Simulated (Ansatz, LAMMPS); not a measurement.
# Amorphous Zn20Hg10Se19S11 (60 atoms): geometry optimisation, part 2 of 3

Aim: bring amorphous Zn20Hg10Se19S11 (60 atoms) to a nearby minimum of the energy and see what moves.

Ansatz 0.2.0; Kohn-Sham DFT, PBE, PAW (set soft_2, large core), plane waves.

The cell: 20 Zn, 10 Hg, 19 Se and 11 S. The quench rate of 100 K/ps far exceeds what a furnace or splat quench reaches. The network of bonds at the start is that of the classical potential that made the cell. Only the Γ point is sampled, in a cell whose shortest periodic width is 11 Å. No spin–orbit coupling is included.

So far. Step 3 (Single point at the start): The r.m.s. force component of 0.65 eV/Å and the pressure of 2.1 GPa set the starting point.

### 4. Relaxation

The atoms are relaxed in the fixed cell, aiming at the force tolerance of the input.

The input, input.yaml:

```yaml
crystal:
  lattice:
    - [11.2355, 0.0, 0.0]
    - [0.0, 11.2355, 0.0]
    - [0.0, 0.0, 11.2355]
  atoms:
    [... the 60 atom lines of step 3 ...]
kpoints:
  mp_grid: { grid: [1, 1, 1] }
hamiltonian:
  xc: pbe
  pseudopotentials: { kind: paw, core: large }
scf:
  occupations: { method: gaussian, width: 0.025 }
output:
  forces: true
relax:
  f_tol: 0.03
  max_steps: 200
```

Command:

```console
$ ansatz run input.yaml --threads 4 --pin off --max-ram 8192MiB --backend cpu --events-out ev --progress --plain --runs-dir out
```

Numbers of over 12 decimals in the logs are rounded to 6 here.

The program printed:

```text
[...]
Crystal: 60 atoms, lattice volume = 1418.330 Å³
Basis set: ecut = 420 eV, 27633 PW (Γ), exchange–correlation on 160×160×160 points (8 copies of the dense FFT grid, shifted against one another)
Bands: 330, of which v1, the nominal top of the filled ones, is band 270 counted from 1 (269 counted from 0)
Symmetry: 1 space group operations
[...]
k-points: 1
[...]
SCF iter   1: F=—  HF=-235400.334432 eV  |F-HF|=—  |Δ(HF+E_count)|=         —  Δρ=3.77e-2  dr2=4.16e1  ethr=3.10e-3  ⟨swp⟩=8.0  Hψ=1589  notcnv=0  defer=39
[...]
SCF iter  12: F=-235391.643341 eV  HF=-235391.643334 eV  |F-HF|=6.68e-6  |Δ(HF+E_count)|=   1.71e-5  Δρ=2.07e-5  dr2=8.88e-6  ethr=4.17e-9  ⟨swp⟩=5.0  Hψ=1114  notcnv=0
SCF 1 converged in 12 iterations: F = -235391.643341 eV  dr2 = 8.88e-6
[...]
relax step   1: F+E_penalty+E_count = -235391.64334104 eV  Δ(F+E_penalty+E_count) = +0.000e0 eV  max|allowed force component| = 2.821e0 eV/Å  Δτ_max = 0.0000 Å  (12 SCF iters, dr2 threshold 2.25e-5 eV, accepted)
[...]
relax step   2: F+E_penalty+E_count = -235394.69040023 eV  Δ(F+E_penalty+E_count) = -3.047e0 eV  max|allowed force component| = 8.574e-1 eV/Å  Δτ_max = 0.1947 Å  (7 SCF iters, dr2 threshold 1.00e-4 eV, accepted)
[...]
relax step   3: F+E_penalty+E_count = -235396.04525403 eV  Δ(F+E_penalty+E_count) = -1.355e0 eV  max|allowed force component| = 4.885e-1 eV/Å  Δτ_max = 0.1949 Å  (8 SCF iters, dr2 threshold 4.59e-5 eV, accepted)
relax step   4: F+E_penalty+E_count = -235396.91080265 eV  Δ(F+E_penalty+E_count) = -8.655e-1 eV  max|allowed force component| = 7.342e-1 eV/Å  Δτ_max = 0.1950 Å  (8 SCF iters, dr2 threshold 2.20e-5 eV, accepted)
relax step   5: F+E_penalty+E_count = -235397.44315547 eV  Δ(F+E_penalty+E_count) = -5.324e-1 eV  max|allowed force component| = 4.072e-1 eV/Å  Δτ_max = 0.1947 Å  (6 SCF iters, dr2 threshold 1.00e-4 eV, accepted)
relax step   6: F+E_penalty+E_count = -235397.85437711 eV  Δ(F+E_penalty+E_count) = -4.112e-1 eV  max|allowed force component| = 3.500e-1 eV/Å  Δτ_max = 0.1953 Å  (6 SCF iters, dr2 threshold 5.10e-5 eV, accepted)
relax step   7: F+E_penalty+E_count = -235398.19768264 eV  Δ(F+E_penalty+E_count) = -3.433e-1 eV  max|allowed force component| = 2.451e-1 eV/Å  Δτ_max = 0.1957 Å  (6 SCF iters, dr2 threshold 3.77e-5 eV, accepted)
relax step   8: F+E_penalty+E_count = -235398.47153083 eV  Δ(F+E_penalty+E_count) = -2.738e-1 eV  max|allowed force component| = 1.845e-1 eV/Å  Δτ_max = 0.1951 Å  (7 SCF iters, dr2 threshold 2.94e-5 eV, accepted)
relax step   9: F+E_penalty+E_count = -235398.63723515 eV  Δ(F+E_penalty+E_count) = -1.657e-1 eV  max|allowed force component| = 1.206e-1 eV/Å  Δτ_max = 0.1950 Å  (7 SCF iters, dr2 threshold 1.67e-5 eV, accepted)
relax step  10: F+E_penalty+E_count = -235398.73018564 eV  Δ(F+E_penalty+E_count) = -9.295e-2 eV  max|allowed force component| = 3.422e-1 eV/Å  Δτ_max = 0.1976 Å  (8 SCF iters, dr2 threshold 6.22e-6 eV, accepted)
relax step  11: F+E_penalty+E_count = -235398.84166460 eV  Δ(F+E_penalty+E_count) = -1.115e-1 eV  max|allowed force component| = 2.052e-1 eV/Å  Δτ_max = 0.1934 Å  (6 SCF iters, dr2 threshold 5.01e-5 eV, accepted)
relax step  12: F+E_penalty+E_count = -235398.93761616 eV  Δ(F+E_penalty+E_count) = -9.595e-2 eV  max|allowed force component| = 2.195e-1 eV/Å  Δτ_max = 0.1944 Å  (6 SCF iters, dr2 threshold 1.51e-5 eV, accepted)
relax step  13: F+E_penalty+E_count = -235398.99877133 eV  Δ(F+E_penalty+E_count) = -6.116e-2 eV  max|allowed force component| = 2.918e-1 eV/Å  Δτ_max = 0.1187 Å  (7 SCF iters, dr2 threshold 1.73e-5 eV, accepted)
relax step  14: F+E_penalty+E_count = -235399.10255256 eV  Δ(F+E_penalty+E_count) = -1.038e-1 eV  max|allowed force component| = 2.724e-1 eV/Å  Δτ_max = 0.1704 Å  (6 SCF iters, dr2 threshold 8.51e-5 eV, accepted)
relax step  15: F+E_penalty+E_count = -235399.26060442 eV  Δ(F+E_penalty+E_count) = -1.581e-1 eV  max|allowed force component| = 2.043e-1 eV/Å  Δτ_max = 0.1937 Å  (6 SCF iters, dr2 threshold 6.46e-5 eV, accepted)
relax step  16: F+E_penalty+E_count = -235399.41324380 eV  Δ(F+E_penalty+E_count) = -1.526e-1 eV  max|allowed force component| = 1.512e-1 eV/Å  Δτ_max = 0.1946 Å  (6 SCF iters, dr2 threshold 2.35e-5 eV, accepted)
relax step  17: F+E_penalty+E_count = -235399.52856223 eV  Δ(F+E_penalty+E_count) = -1.153e-1 eV  max|allowed force component| = 1.507e-1 eV/Å  Δτ_max = 0.1968 Å  (7 SCF iters, dr2 threshold 1.25e-5 eV, accepted)
relax step  18: F+E_penalty+E_count = -235399.60217112 eV  Δ(F+E_penalty+E_count) = -7.361e-2 eV  max|allowed force component| = 1.301e-1 eV/Å  Δτ_max = 0.1937 Å  (7 SCF iters, dr2 threshold 1.24e-5 eV, accepted)
relax step  19: F+E_penalty+E_count = -235399.66090348 eV  Δ(F+E_penalty+E_count) = -5.873e-2 eV  max|allowed force component| = 1.114e-1 eV/Å  Δτ_max = 0.1949 Å  (6 SCF iters, dr2 threshold 1.26e-5 eV, accepted)
relax step  20: F+E_penalty+E_count = -235399.70095414 eV  Δ(F+E_penalty+E_count) = -4.005e-2 eV  max|allowed force component| = 7.739e-2 eV/Å  Δτ_max = 0.1999 Å  (7 SCF iters, dr2 threshold 9.10e-6 eV, accepted)
relax step  21: F+E_penalty+E_count = -235399.71470547 eV  Δ(F+E_penalty+E_count) = -1.375e-2 eV  max|allowed force component| = 9.155e-2 eV/Å  Δτ_max = 0.1309 Å  (7 SCF iters, dr2 threshold 2.89e-6 eV, accepted)
relax step  22: F+E_penalty+E_count = -235399.73312213 eV  Δ(F+E_penalty+E_count) = -1.842e-2 eV  max|allowed force component| = 7.407e-2 eV/Å  Δτ_max = 0.0600 Å  (6 SCF iters, dr2 threshold 4.04e-6 eV, accepted)
relax step  23: F+E_penalty+E_count = -235399.75732633 eV  Δ(F+E_penalty+E_count) = -2.420e-2 eV  max|allowed force component| = 9.773e-2 eV/Å  Δτ_max = 0.2000 Å  (8 SCF iters, dr2 threshold 3.59e-6 eV, accepted)
relax step  24: F+E_penalty+E_count = -235399.76848924 eV  Δ(F+E_penalty+E_count) = -1.116e-2 eV  max|allowed force component| = 9.021e-2 eV/Å  Δτ_max = 0.1401 Å  (7 SCF iters, dr2 threshold 6.25e-6 eV, accepted)
relax step  25: F+E_penalty+E_count = -235399.77414435 eV  Δ(F+E_penalty+E_count) = -5.655e-3 eV  max|allowed force component| = 4.597e-2 eV/Å  Δτ_max = 0.0240 Å  (5 SCF iters, dr2 threshold 6.93e-6 eV, accepted)
relax step  26: F+E_penalty+E_count = -235399.71221462 eV  Δ(F+E_penalty+E_count) = +6.193e-2 eV  max|allowed force component| = 2.638e-1 eV/Å  Δτ_max = 0.1511 Å  (10 SCF iters, rejected (line search))
relax step  27: F+E_penalty+E_count = -235399.77832536 eV  Δ(F+E_penalty+E_count) = -4.181e-3 eV  max|allowed force component| = 2.441e-2 eV/Å  Δτ_max = 0.0466 Å  (10 SCF iters, accepted)
[...]
relax step  28: F+E_penalty+E_count = -235399.77920187 eV  Δ(F+E_penalty+E_count) = -8.765e-4 eV  max|allowed force component| = 2.152e-2 eV/Å  Δτ_max = 0.0304 Å  (7 SCF iters, accepted)
SCF converged after 7 iterations
Free energy (F): -235399.779202 eV
[...]
Internal energy: -235399.779202 eV  (E = F + TS)
E sigma→0 (E₀):  -235399.779202 eV
Fermi energy:    6.619065 eV
[...]
--- Forces (eV/Å), atoms counted from 1 ---
  atom   1  Zn    -0.00079169     0.00721959    -0.00453074
  atom   2  Zn    -0.00146844    -0.00499675     0.00030483
  atom   3  Zn     0.00118821    -0.00514074    -0.00393925
  atom   4  Zn     0.00154577     0.00028582     0.00587096
  atom   5  Zn    -0.00630893    -0.01466401     0.01528796
  atom   6  Zn     0.00737083     0.00540027    -0.00595250
  atom   7  Zn     0.00188944    -0.00042131     0.00565148
  atom   8  Zn     0.00018230     0.00310181     0.00271174
  atom   9  Zn     0.00250499     0.00399638    -0.00362719
  atom  10  Zn     0.00127460    -0.00484409     0.00494541
  atom  11  Zn    -0.00253931    -0.00092773     0.00706799
  atom  12  Zn    -0.00352462     0.00384215    -0.00153182
  atom  13  Zn    -0.00328842     0.00369911     0.00198003
  atom  14  Zn    -0.00015215    -0.00095145    -0.00424968
[...]
atom  59  S     -0.00313985    -0.00165940    -0.00121156
  atom  60  S      0.00993836     0.00200438     0.00405300
  max |Σ_I F_I| component: 6.78e-5 eV/Å
--- Relaxed structure (28 steps of the walk, 27 accepted, 0 SCFs on fresh bases) ---
  F+E_penalty+E_count = -235399.77920187 eV   max|allowed force component| = 2.152e-2 eV/Å
  atoms:
    - { symbol: Zn, position: [0.845331, 0.987260, 0.239764] }
    - { symbol: Zn, position: [0.480988, 0.568362, 0.105771] }
    - { symbol: Zn, position: [0.735115, 0.672246, 0.294771] }
    - { symbol: Zn, position: [0.662972, 0.140847, -0.00911598] }
[...]
- { symbol: S, position: [0.858132, 0.313805, 0.402053] }
```

Elapsed: 2.9 min, on 4 threads of AMD EPYC 9R45, shared host; peak memory 1.8 GiB.

Relaxation path (22 of 28):

```csv
step,energy less that of the first step (eV),largest force component (eV/Å)
1,0.0000,2.8214
2,-3.0471,0.8574
4,-5.2675,0.7342
5,-5.7998,0.4072
6,-6.2110,0.3500
7,-6.5543,0.2451
9,-6.9939,0.1206
10,-7.0868,0.3422
11,-7.1983,0.2052
13,-7.3554,0.2918
14,-7.4592,0.2724
15,-7.6173,0.2043
16,-7.7699,0.1512
18,-7.9588,0.1301
19,-8.0176,0.1114
20,-8.0576,0.0774
22,-8.0898,0.0741
23,-8.1140,0.0977
24,-8.1251,0.0902
25,-8.1308,0.0460
27,-8.1350,0.0244
28,-8.1359,0.0215
```

Relaxation step 26 was tried and not accepted.

The atoms that moved most (Å):

```csv
atom,dx,dy,dz,length
Hg24,1.134,-0.713,2.377,2.729
S52,0.670,-1.052,1.059,1.636
Zn3,-1.077,0.236,0.781,1.351
Zn5,-0.688,-0.618,-0.841,1.250
Se34,-0.728,-0.509,-0.777,1.181
Se40,-0.693,0.756,0.439,1.116
Hg29,-1.011,-0.400,0.209,1.107
Hg26,0.927,-0.054,0.528,1.068
```

The relaxation changed the energy by -136 meV/atom, and atoms moved by 0.74 Å r.m.s., 2.7 Å at most.

### 5. Structure statistics after relaxation

Density 6.05 g/cm³, 23.64 Å³ an atom.

g(r), total and by pair (bins of 0.2 Å):

```csv
r (Å),total,Zn-Zn,Zn-Se,Zn-S,Zn-Hg,Se-Se,Se-S
2.20,0.18,0.00,0.00,0.99,0.00,0.00,0.52
2.40,3.18,0.00,6.00,14.78,0.00,0.00,0.50
2.60,1.54,0.00,3.40,0.36,0.39,0.00,0.00
2.80,0.45,0.00,0.40,0.00,0.37,0.00,0.00
3.00,0.32,0.00,0.17,0.30,0.00,0.37,0.00
3.20,0.45,0.53,0.15,0.24,0.53,0.29,0.00
3.40,0.65,1.20,0.38,0.00,0.00,1.64,0.69
3.60,1.26,3.48,0.57,0.19,1.71,1.65,1.63
3.80,1.57,3.12,0.71,0.35,1.75,1.31,2.22
4.00,1.57,2.86,0.47,0.63,1.75,1.97,3.69
4.20,1.36,0.81,1.01,1.19,2.26,1.06,2.74
4.40,1.05,0.74,0.54,1.72,1.61,1.15,1.11
4.60,1.05,0.81,1.20,1.56,1.34,1.33,0.90
4.80,0.83,0.24,1.29,1.33,0.61,0.94,0.58
5.00,0.77,0.45,1.20,0.61,0.55,1.51,0.32
5.20,0.67,0.53,0.77,0.67,0.62,0.81,0.40
5.40,0.78,0.49,0.96,0.95,0.88,0.43,0.56
```

(Part 2 of 3 ends here.)

[Logs are printed without paths, hosts, clocks, repeated set-up lines and the standing remarks that a program may print on its own settings, such as how far it seeks lower states.]

[Hosts, paths, dates, database ids (printed as entryN), source tags and the programs' standing remarks are cut or masked in the printed files.]
